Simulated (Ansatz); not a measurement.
# Sr2IBrF2: complex band structure

Aim: relax a made-up compound, Sr2IBrF2, and see how good a tunnel barrier it would be. It is built by putting Sr for Ba in the Ba2IBrF2 structure of space group P4mm, with the volume rescaled by atomic radii. The parent structure comes from the Materials Project.

Method: LDA DFT, plane waves, PAW files, in the first sound run; inputs show where later runs differ, in Ansatz 0.2.0.

The structure was built from a prototype and need not be the compound's stable phase.

### Step 1. The structure

Symmetry: P4mm, No. 99, tetragonal system. Conventional cell: a = 4.462 Å, b = 4.462 Å, c = 7.713 Å, α = 90.00°, β = 90.00°, γ = 90.00°. Sr has 4 F at 2.61 Å and 4 I at 3.47 Å and 2 Br at 3.76 to 3.95 Å nearest. Nearest to Sr lie 4 F at 2.64 Å and 4 Br at 3.37 Å and 2 I at 3.52 to 4.19 Å and 4 Sr at 4.19 Å. Nearest to I lie 6 Sr at 3.47 to 4.19 Å. Nearest to Br lie 6 Sr at 3.37 to 3.95 Å and 4 F at 3.43 Å. F has 4 Sr at 2.61 to 2.64 Å nearest. It derives from Ba2IBrF2. Sr for Ba in the Ba2IBrF2 structure of space group P4mm. Farther neighbours and most contacts between anions are not listed.

### Step 2. Relaxing the new crystal

The substituted atoms don't fit the parent's cell, so cell and atoms relax together. A small smearing keeps the run stable in case the gap closes on the way.

File input.yaml:

```yaml
crystal:
  lattice:
    - [4.4621873869, 0.0, 0.0]
    - [0.0, 4.4621873869, 0.0]
    - [0.0, 0.0, 7.7127956641]
  atoms:
    - { symbol: Sr, position: [0.5, 0.5, 0.827396] }
    - { symbol: Sr, position: [0.0, 0.0, 0.185191] }
    - { symbol: I, position: [0.0, 0.0, 0.641387] }
    - { symbol: Br, position: [0.5, 0.5, 0.340098] }
    - { symbol: F, position: [0.5, 0.0, 0.002964] }
    - { symbol: F, position: [0.0, 0.5, 0.002964] }
kpoints:
  mp_grid: { grid: [6, 6, 4] }
scf:
  occupations: { method: gaussian, width: 0.03 }
hamiltonian:
  xc: lda
output:
  forces: true
  stress: true
relax:
  f_tol: 0.02
  max_steps: 60
  cell: {}
```

On the command line:

```sh
> ansatz run input.yaml --threads 2 --pin off --max-ram 4096MiB --backend cpu --events-out ev --progress --plain --runs-dir out
```

Numbers of over 12 decimals in the logs are rounded to 6 here.

Output:

```text
Engine: ansatz 0.2.0, x86_64-unknown-linux-gnu
Pseudopotentials: kind: paw
Pseudopotential: Sr, paw, valence charge 10, recommended cutoff 420 eV (normal), Sr.paw.azcp
Pseudopotential: I, paw, valence charge 17, recommended cutoff 420 eV (normal), I.paw.azcp
Pseudopotential: Br, paw, valence charge 7, recommended cutoff 420 eV (normal), Br.paw.azcp
Pseudopotential: F, paw, valence charge 7, recommended cutoff 420 eV (normal), F.paw.azcp
Functional definition: SPW92
  exchange = slater_x
  correlation = pw_c
Crystal: 6 atoms, lattice volume = 153.570 Å³
Basis set: ecut = 420 eV, 3017 PW (Γ)
Bands: 35, of which v1, the nominal top of the filled ones, is band 29 counted from 1 (28 counted from 0)
Symmetry: 8 space group operations
Space group: P4mm (ITA 99), of the structure as read, at distance tolerance 5.4e-5 Å
k-points: 30 of 144 (time reversal used)
Non-local potential: Sr, projectors of the file, l = 0: 3, l = 1: 2, l = 2: 2
Non-local potential: I, projectors of the file, l = 0: 2, l = 1: 2, l = 2: 2, l = 3: 2
Non-local potential: Br, projectors of the file, l = 0: 2, l = 1: 2, l = 2: 2
Non-local potential: F, projectors of the file, l = 0: 2, l = 1: 2, l = 2: 1
PAW form: soft (Blöchl's): semilocal exchange-correlation on the pseudo side does not see the compensation charge
PAW frozen core: Sr, regenerated for the run's functional, and the local potential with it (the file was generated under x = pbe(κ = 0.804, μ = 0.219515), c = pbe(β = 0.066725))
PAW frozen core: I, regenerated for the run's functional, and the local potential with it (the file was generated under x = pbe(κ = 0.804, μ = 0.219515), c = pbe(β = 0.066725))
PAW frozen core: Br, regenerated for the run's functional, and the local potential with it (the file was generated under x = pbe(κ = 0.804, μ = 0.219515), c = pbe(β = 0.066725))
PAW frozen core: F, regenerated for the run's functional, and the local potential with it (the file was generated under x = pbe(κ = 0.804, μ = 0.219515), c = pbe(β = 0.066725))
PAW one-centre angular grid: Sr, 110 points (default); XC on 64 Gauss nodes
PAW one-centre angular grid: I, 590 points (default); XC on 64 Gauss nodes
PAW one-centre angular grid: Br, 110 points (default); XC on 64 Gauss nodes
PAW one-centre angular grid: F, 110 points (default); XC on 64 Gauss nodes
Initial density: superposition of atomic densities (neutral atoms: chi_scale 0, normalization atom), corrected by the library's trained network
Initial wavefunctions: pseudopotential atomic-orbital guess
Functional: x = slater, c = lda
SCF iter   1: F=—  HF=-18537.938724 eV  |F-HF|=—  |Δ(HF+E_count)|=         —  Δρ=1.11e-2  dr2=1.35e-1  ethr=1.77e-3  ⟨swp⟩=11.5  Hψ=6420  notcnv=0
preconditioner: auto → Resta (q_TF=auto, 2.320 Å⁻¹)  ε∞=3.2  [insulator: Δε(μ)=3.982 eV  Ē_g=12.922 eV  σ=0.030 eV  W_gap=1.00  n_scr=36 (ndim 8)  ℏωp=19.0 eV  f_vac=0.003  D(μ)=0.00/eV (n_scr^D=0)  ε∞_Penn≈3.2]
SCF iter   2: F=—  HF=-18537.907150 eV  |F-HF|=—  |Δ(HF+E_count)|=   3.16e-2  Δρ=4.21e-3  dr2=1.21e-2  ethr=2.33e-4  ⟨swp⟩=2.8  Hψ=2127  notcnv=0  defer=47
SCF iter   3: F=—  HF=-18537.904722 eV  |F-HF|=—  |Δ(HF+E_count)|=   2.43e-3  Δρ=1.71e-3  dr2=3.21e-3  ethr=2.08e-5  ⟨swp⟩=2.0  Hψ=1829  notcnv=0  defer=50
SCF iter   4: F=—  HF=-18537.904211 eV  |F-HF|=—  |Δ(HF+E_count)|=   5.11e-4  Δρ=4.92e-4  dr2=2.10e-4  ethr=5.53e-6  ⟨swp⟩=2.0  Hψ=1319  notcnv=0  defer=50
SCF iter   5: F=—  HF=-18537.904189 eV  |F-HF|=—  |Δ(HF+E_count)|=   2.23e-5  Δρ=6.18e-5  dr2=4.98e-6  ethr=3.62e-7  ⟨swp⟩=2.0  Hψ=1412  notcnv=0  defer=50
SCF iter   6: F=—  HF=-18537.904196 eV  |F-HF|=—  |Δ(HF+E_count)|=   7.47e-6  Δρ=1.14e-5  dr2=2.29e-7  ethr=8.59e-9  ⟨swp⟩=2.1  Hψ=1628  notcnv=0  defer=50
SCF iter   7: F=-18537.904196 eV  HF=-18537.904196 eV  |F-HF|=8.84e-10  |Δ(HF+E_count)|=   3.87e-8  Δρ=2.27e-6  dr2=8.83e-9  ethr=1.72e-10  ⟨swp⟩=5.5  Hψ=4475  notcnv=0
SCF 1 converged in 7 iterations: F = -18537.904196 eV  dr2 = 8.83e-9
  greatest PAW one-centre occupation: 1.000 electrons in one spin orbital (limit 2), on the I atom at site 2 (counted from 0), in its partial waves of l = 2
relax step   1: F+E_penalty+E_count = -18537.90419649 eV  Δ(F+E_penalty+E_count) = +0.000e0 eV  max|allowed force component| = 7.867e-1 eV/Å  Δτ_max = 0.0000 Å  P = -6.435 GPa  Ω = 153.570 Å³  (7 SCF iters, dr2 threshold 1.00e-7 eV, accepted)
Crystal: 6 atoms, lattice volume = 134.707 Å³
Basis set: ecut = 420 eV, 2609 PW (Γ)
Initial density: handed on by an earlier stage of this run
Initial wavefunctions: those handed on with the density
iter 1 solved again at ethr=4.67e-4 eV; its pass at ethr=3.10e-3 eV (dr2=2.71e-1 eV) is discarded
SCF iter   1: F=—  HF=-18538.573874 eV  |F-HF|=—  |Δ(HF+E_count)|=         —  Δρ=1.10e-2  dr2=2.80e-1  ethr=4.67e-4  ⟨swp⟩=1.8  Hψ=6998  notcnv=0
preconditioner: auto → Resta (q_TF=auto, 2.371 Å⁻¹)  ε∞=3.3  [insulator: Δε(μ)=4.350 eV  Ē_g=13.484 eV  σ=0.030 eV  W_gap=1.00  n_scr=36 (ndim 8)  ℏωp=20.2 eV  f_vac=0.000  D(μ)=0.00/eV (n_scr^D=0)  ε∞_Penn≈3.3]
SCF iter   2: F=—  HF=-18538.489188 eV  |F-HF|=—  |Δ(HF+E_count)|=   8.47e-2  Δρ=6.08e-3  dr2=4.89e-2  ethr=4.67e-4  ⟨swp⟩=4.0  Hψ=1889  notcnv=0
SCF iter   3: F=—  HF=-18538.474495 eV  |F-HF|=—  |Δ(HF+E_count)|=   1.47e-2  Δρ=2.96e-3  dr2=1.14e-2  ethr=8.44e-5  ⟨swp⟩=4.4  Hψ=2289  notcnv=0  defer=1
SCF iter   4: F=—  HF=-18538.471233 eV  |F-HF|=—  |Δ(HF+E_count)|=   3.26e-3  Δρ=1.03e-3  dr2=1.06e-3  ethr=1.96e-5  ⟨swp⟩=2.7  Hψ=2192  notcnv=0  defer=30
SCF iter   5: F=—  HF=-18538.470939 eV  |F-HF|=—  |Δ(HF+E_count)|=   2.95e-4  Δρ=1.87e-4  dr2=4.00e-5  ethr=1.83e-6  ⟨swp⟩=2.5  Hψ=1586  notcnv=0  defer=30
SCF iter   6: F=—  HF=-18538.470931 eV  |F-HF|=—  |Δ(HF+E_count)|=   7.39e-6  Δρ=5.07e-5  dr2=2.77e-6  ethr=6.89e-8  ⟨swp⟩=2.2  Hψ=1882  notcnv=0  defer=30
SCF iter   7: F=-18538.470932 eV  HF=-18538.470932 eV  |F-HF|=6.64e-8  |Δ(HF+E_count)|=   3.97e-7  Δρ=1.00e-5  dr2=1.62e-7  ethr=1.03e-9  ⟨swp⟩=6.0  Hψ=4473  notcnv=0
SCF 2 converged in 7 iterations: F = -18538.470932 eV  dr2 = 1.62e-7
relax step   2: F+E_penalty+E_count = -18538.47093170 eV  Δ(F+E_penalty+E_count) = -5.667e-1 eV  max|allowed force component| = 4.757e-1 eV/Å  Δτ_max = 0.1396 Å  P = -0.380 GPa  Ω = 134.707 Å³  energy of the carried Pulay correction = +2.992e-2 eV  (7 SCF iters, dr2 threshold 6.00e-7 eV, accepted)
Crystal: 6 atoms, lattice volume = 130.789 Å³
Basis set: ecut = 420 eV, 2521 PW (Γ)
iter 1 solved again at ethr=3.26e-4 eV; its pass at ethr=3.10e-3 eV (dr2=1.89e-1 eV) is discarded
SCF iter   1: F=—  HF=-18538.567976 eV  |F-HF|=—  |Δ(HF+E_count)|=         —  Δρ=9.02e-3  dr2=1.97e-1  ethr=3.26e-4  ⟨swp⟩=1.9  Hψ=6351  notcnv=0
preconditioner: auto → Resta (q_TF=auto, 2.383 Å⁻¹)  ε∞=3.3  [insulator: Δε(μ)=4.365 eV  Ē_g=13.424 eV  σ=0.030 eV  W_gap=1.00  n_scr=36 (ndim 8)  ℏωp=20.5 eV  f_vac=0.000  D(μ)=0.00/eV (n_scr^D=0)  ε∞_Penn≈3.3]
SCF iter   2: F=—  HF=-18538.514500 eV  |F-HF|=—  |Δ(HF+E_count)|=   5.35e-2  Δρ=4.04e-3  dr2=2.98e-2  ethr=3.26e-4  ⟨swp⟩=3.7  Hψ=2130  notcnv=0
SCF iter   3: F=—  HF=-18538.504702 eV  |F-HF|=—  |Δ(HF+E_count)|=   9.80e-3  Δρ=2.14e-3  dr2=5.75e-3  ethr=5.14e-5  ⟨swp⟩=3.5  Hψ=2212  notcnv=0  defer=45
SCF iter   4: F=—  HF=-18538.503061 eV  |F-HF|=—  |Δ(HF+E_count)|=   1.64e-3  Δρ=6.80e-4  dr2=5.19e-4  ethr=9.91e-6  ⟨swp⟩=2.8  Hψ=1918  notcnv=0  defer=45
SCF iter   5: F=—  HF=-18538.502892 eV  |F-HF|=—  |Δ(HF+E_count)|=   1.69e-4  Δρ=1.22e-4  dr2=2.14e-5  ethr=8.95e-7  ⟨swp⟩=2.5  Hψ=1694  notcnv=0  defer=45
SCF iter   6: F=—  HF=-18538.502890 eV  |F-HF|=—  |Δ(HF+E_count)|=   2.04e-6  Δρ=3.86e-5  dr2=1.52e-6  ethr=3.69e-8  ⟨swp⟩=2.4  Hψ=1876  notcnv=0  defer=45
SCF iter   7: F=-18538.502890 eV  HF=-18538.502890 eV  |F-HF|=1.64e-9  |Δ(HF+E_count)|=   1.16e-7  Δρ=5.97e-6  dr2=4.04e-8  ethr=1.03e-9  ⟨swp⟩=5.6  Hψ=4324  notcnv=0
SCF 3 converged in 7 iterations: F = -18538.502890 eV  dr2 = 4.04e-8
relax step   3: F+E_penalty+E_count = -18538.50289041 eV  Δ(F+E_penalty+E_count) = -3.196e-2 eV  max|allowed force component| = 3.132e-1 eV/Å  Δτ_max = 0.1184 Å  P = +0.754 GPa  Ω = 130.789 Å³  energy of the carried Pulay correction = +3.664e-2 eV  (7 SCF iters, dr2 threshold 6.00e-7 eV, accepted)
[...]
relax step   4: F+E_penalty+E_count = -18538.52224953 eV  Δ(F+E_penalty+E_count) = -1.936e-2 eV  max|allowed force component| = 4.760e-2 eV/Å  Δτ_max = 0.0412 Å  P = +0.016 GPa  Ω = 132.858 Å³  energy of the carried Pulay correction = +3.307e-2 eV  (6 SCF iters, dr2 threshold 6.00e-7 eV, accepted)
[...]
relax step   5: F+E_penalty+E_count = -18538.52698646 eV  Δ(F+E_penalty+E_count) = -4.737e-3 eV  max|allowed force component| = 2.515e-2 eV/Å  Δτ_max = 0.0080 Å  P = +0.026 GPa  Ω = 133.212 Å³  energy of the carried Pulay correction = +3.246e-2 eV  (5 SCF iters, dr2 threshold 6.00e-7 eV, accepted)
[...]
relax step   6: F+E_penalty+E_count = -18538.52898586 eV  Δ(F+E_penalty+E_count) = -1.999e-3 eV  max|allowed force component| = 1.642e-2 eV/Å  Δτ_max = 0.0172 Å  P = +0.014 GPa  Ω = 133.851 Å³  energy of the carried Pulay correction = +3.138e-2 eV  (6 SCF iters, dr2 threshold 2.33e-7 eV, accepted)
[...]
relax step   7: F+E_penalty+E_count = -18538.51565716 eV  Δ(F+E_penalty+E_count) = +1.333e-2 eV  max|allowed force component| = 1.649e-2 eV/Å  Δτ_max = 0.0000 Å  P = -0.185 GPa  Ω = 133.851 Å³  stress off target by 2.15e-1 GPa  SCF on the basis re-selected at this cell (its energy is not comparable with the rows above)  (6 SCF iters)
[...]
relax step   8: F+E_penalty+E_count = -18538.51685687 eV  Δ(F+E_penalty+E_count) = -1.200e-3 eV  max|allowed force component| = 7.370e-3 eV/Å  Δτ_max = 0.0022 Å  P = +0.101 GPa  Ω = 133.241 Å³  energy of the carried Pulay correction = +1.003e-3 eV  (5 SCF iters, dr2 threshold 1.15e-7 eV, accepted)
[...]
relax step   9: F+E_penalty+E_count = -18538.51656717 eV  Δ(F+E_penalty+E_count) = +2.897e-4 eV  max|allowed force component| = 9.436e-4 eV/Å  Δτ_max = 0.0018 Å  P = +0.003 GPa  Ω = 133.480 Å³  energy of the carried Pulay correction = +6.096e-4 eV  (5 SCF iters, dr2 threshold 3.66e-8 eV, accepted)
iter 1 solved again at ethr=1.27e-6 eV; its pass at ethr=3.10e-3 eV (dr2=7.37e-4 eV) is discarded
SCF iter   1: F=—  HF=-18538.516011 eV  |F-HF|=—  |Δ(HF+E_count)|=         —  Δρ=1.88e-5  dr2=7.64e-8  ethr=1.27e-6  ⟨swp⟩=4.0  Hψ=9635  notcnv=0
eigensolver tolerance schedule: the retry pair's looser diagonalisation over-reported the residual by 9636.09 of it (diagonalisation noise at an unbounded share of the residual, at the tolerance the schedule requests for it); recorded, not acted on — ethr = c·dr2/N_el stays at c = 1.0e-1
preconditioner: auto → Resta (q_TF=auto, 2.374 Å⁻¹)  ε∞=3.3  [insulator: Δε(μ)=4.338 eV  Ē_g=13.530 eV  σ=0.030 eV  W_gap=1.00  n_scr=36 (ndim 8)  ℏωp=20.3 eV  f_vac=0.000  D(μ)=0.00/eV (n_scr^D=0)  ε∞_Penn≈3.3]
SCF iter   2: F=—  HF=-18538.516016 eV  |F-HF|=—  |Δ(HF+E_count)|=   5.52e-6  Δρ=8.82e-6  dr2=2.79e-8  ethr=1.32e-10  ⟨swp⟩=4.3  Hψ=3186  notcnv=0
SCF iter   3: F=—  HF=-18538.516016 eV  |F-HF|=—  |Δ(HF+E_count)|=  1.31e-10  Δρ=4.02e-6  dr2=4.06e-9  ethr=4.82e-11  ⟨swp⟩=2.1  Hψ=1334  notcnv=0
SCF iter   4: F=—  HF=-18538.516016 eV  |F-HF|=—  |Δ(HF+E_count)|=  8.55e-10  Δρ=4.72e-7  dr2=2.80e-10  ethr=7.00e-12  ⟨swp⟩=2.2  Hψ=1694  notcnv=0
SCF iter   5: F=—  HF=-18538.516016 eV  |F-HF|=—  |Δ(HF+E_count)|=  8.37e-11  Δρ=2.33e-7  dr2=7.36e-11  ethr=1.00e-12  ⟨swp⟩=6.0  Hψ=4646  notcnv=0
SCF iter   6: F=-18538.516016 eV  HF=-18538.516016 eV  |F-HF|=7.28e-12  |Δ(HF+E_count)|=    0.00e0  Δρ=3.78e-8  dr2=2.49e-12  ethr=1.00e-12  ⟨swp⟩=5.0  Hψ=3819  notcnv=0
SCF 10 converged in 6 iterations: F = -18538.516016 eV  dr2 = 2.49e-12
relax step  10: F+E_penalty+E_count = -18538.51601608 eV  Δ(F+E_penalty+E_count) = +5.511e-4 eV  max|allowed force component| = 9.440e-4 eV/Å  Δτ_max = 0.0000 Å  P = -0.003 GPa  Ω = 133.480 Å³  stress off target by 4.81e-3 GPa  SCF on the basis re-selected at this cell (its energy is not comparable with the rows above)  (6 SCF iters)
basis re-selected at this cell: Δ(F+E_penalty+E_count) = +5.511e-4 eV, ΔP = -0.006 GPa vs the last step (what re-selecting the basis moved, of the pressure what is left beyond the Pulay correction that the steps carried, after the strain that the cell walked since its last selection, with what the two solves' SCF thresholds leave and, on support functions, any second-order correction that the steps lacked; it is no m [...]
SCF converged after 6 iterations
Free energy (F): -18538.516016 eV
Harris-Foulkes:  -18538.516016 eV  (|F-HF|=7.28e-12)
Internal energy: -18538.516016 eV  (E = F + TS)
E sigma→0 (E₀):  -18538.516016 eV
Fermi energy:    8.548070 eV
--- Per-component energies (eV) ---
  E_band       = -576.280408
  E_kinetic    = 1230.969813
  E_local      = -4753.626266  (includes V_loc(G=0)·N_el)
  E_nonlocal   = 550.705012
  E_hartree    = 1907.312569
  E_xc         = -892.101214
  E_vxc        = -764.818226  (∫ρ·V_xc dr)
  E_paw        = -12390.707666  (= ΣΔE_a)
  E_vpaw       = -654.140031  (= ΣTr[D̂ρ^β])
  E_aug_tail   = 0.004136  (compensation charges beyond the density's cutoff)
  E_ewald      = -4192.874901
  E_core_change = 1.802501  (= ΣΔE_core)
  E_smearing   = -0.000000  (= −TS)
  E_closure    = 0.000000  (closes the sum)
  Σ components = -18538.516016   (vs F -18538.516016, Δ=0.00e0)
--- Forces (eV/Å), atoms counted from 1 ---
  atom   1  Sr    -0.00000000     0.00000000     0.00010938
  atom   2  Sr     0.00000000     0.00000000     0.00094573
  atom   3  I      0.00000000     0.00000000     0.00002363
  atom   4  Br    -0.00000000    -0.00000000    -0.00042449
  atom   5  F     -0.00000000    -0.00000000    -0.00032184
  atom   6  F      0.00000000     0.00000000    -0.00032184
  max |Σ_I F_I| component: 1.06e-5 eV/Å
--- Stress (GPa, compression-positive) ---
       -0.004811       0.000000       0.000000
        0.000000      -0.004811      -0.000000
        0.000000      -0.000000       0.000301
  P = ⅓ Tr σ = -0.0031 GPa (-0.031 kbar)
--- Relaxed structure (8 steps of the walk, 8 accepted, 2 SCFs on fresh bases) ---
  F+E_penalty+E_count = -18538.51601608 eV   max|allowed force component| = 9.440e-4 eV/Å   (the final SCF, on the basis selected at the relaxed cell)
  cell:  # Å, volume = 133.4803 Å³
    - [4.137737, 0, 0]
    - [0, 4.137737, 0.0]
    - [0, 0.0, 7.796350]
  atoms:
    - { symbol: Sr, position: [0.500000, 0.500000, 0.843350] }
    - { symbol: Sr, position: [0, 0, 0.180550] }
    - { symbol: I, position: [0, 0, 0.638027] }
    - { symbol: Br, position: [0.500000, 0.500000, 0.327631] }
    - { symbol: F, position: [0.500000, 0, 0.00522094] }
    - { symbol: F, position: [0, 0.500000, 0.00522094] }
```

Wall time 58 s (2 threads of Intel Xeon Platinum 8259CL at 2.50GHz (Skylake/Cascade Lake), shared host); peak memory 0.51 GiB; 1.9 min of CPU time.

Relaxation path:

| step | energy less that of the first step (eV) | largest force component (eV/Å) | pressure (GPa) | volume (Å³) |
| --- | --- | --- | --- | --- |
| 1 | 0.0000 | 0.7867 | -6.43 | 153.57 |
| 2 | -0.5667 | 0.4757 | -0.38 | 134.71 |
| 3 | -0.5987 | 0.3132 | 0.75 | 130.79 |
| 4 | -0.6181 | 0.0476 | 0.02 | 132.86 |
| 5 | -0.6228 | 0.0251 | 0.03 | 133.21 |
| 6 | -0.6248 | 0.0164 | 0.01 | 133.85 |
| 7* | -0.6115 | 0.0165 | -0.18 | 133.85 |
| 8 | -0.6127 | 0.0074 | 0.10 | 133.24 |
| 9 | -0.6124 | 0.0009 | 0.00 | 133.48 |
| 10* | -0.6118 | 0.0009 | 0.00 | 133.48 |

Relaxation steps marked * repeat the geometry before them on a plane-wave basis chosen anew for their cell, so energy and pressure can jump there.

Forces are held to the 8 operations that the run works with; a distortion that breaks them can't arise in this run.

| conventional cell, symmetrised | before | after | change |
| --- | --- | --- | --- |
| a (Å) | 4.462 | 4.138 | -7.3 % |
| b (Å) | 4.462 | 4.138 | -7.3 % |
| c (Å) | 7.713 | 7.796 | +1.1 % |
| volume (Å³/atom) | 25.60 | 22.25 | -13.1 % |

The atoms that moved most (Å, as changes of fractional coordinates times the final cell):

| atom | dx | dy | dz | length |
| --- | --- | --- | --- | --- |
| Sr1 | 0.000 | 0.000 | 0.124 | 0.124 |
| Br4 | 0.000 | 0.000 | -0.097 | 0.097 |
| Sr2 | 0.000 | 0.000 | -0.036 | 0.036 |
| I3 | 0.000 | 0.000 | -0.026 | 0.026 |
| F5 | 0.000 | 0.000 | 0.018 | 0.018 |
| F6 | 0.000 | 0.000 | 0.018 | 0.018 |

Final coordinates:

```xyz
6
Lattice="4.1377 0.0000 0.0000 0.0000 4.1377 0.0000 0.0000 0.0000 7.7963" Properties=species:S:1:pos:R:3 pbc="T T T"
Sr    2.0689    2.0689    6.5751
Sr    0.0000    0.0000    1.4076
I     0.0000    0.0000    4.9743
Br    2.0689    2.0689    2.5543
F     2.0689    0.0000    0.0407
F     0.0000    2.0689    0.0407
```

This step gave:

* free energy: -18538.5160 eV
* Fermi energy: 8.548 eV
* pressure: -0.003107 GPa

The largest force component on a free atom ends at 9.4e-4 eV/Å.

(Continued in part 2 of 3.)

[Logs are printed without paths, hosts, clocks, repeated set-up lines and the standing remarks that a program may print on its own settings, such as how far it seeks lower states.]

[Hosts, paths, dates, database ids (printed as entryN), source tags and the programs' standing remarks are cut or masked in the printed files.]
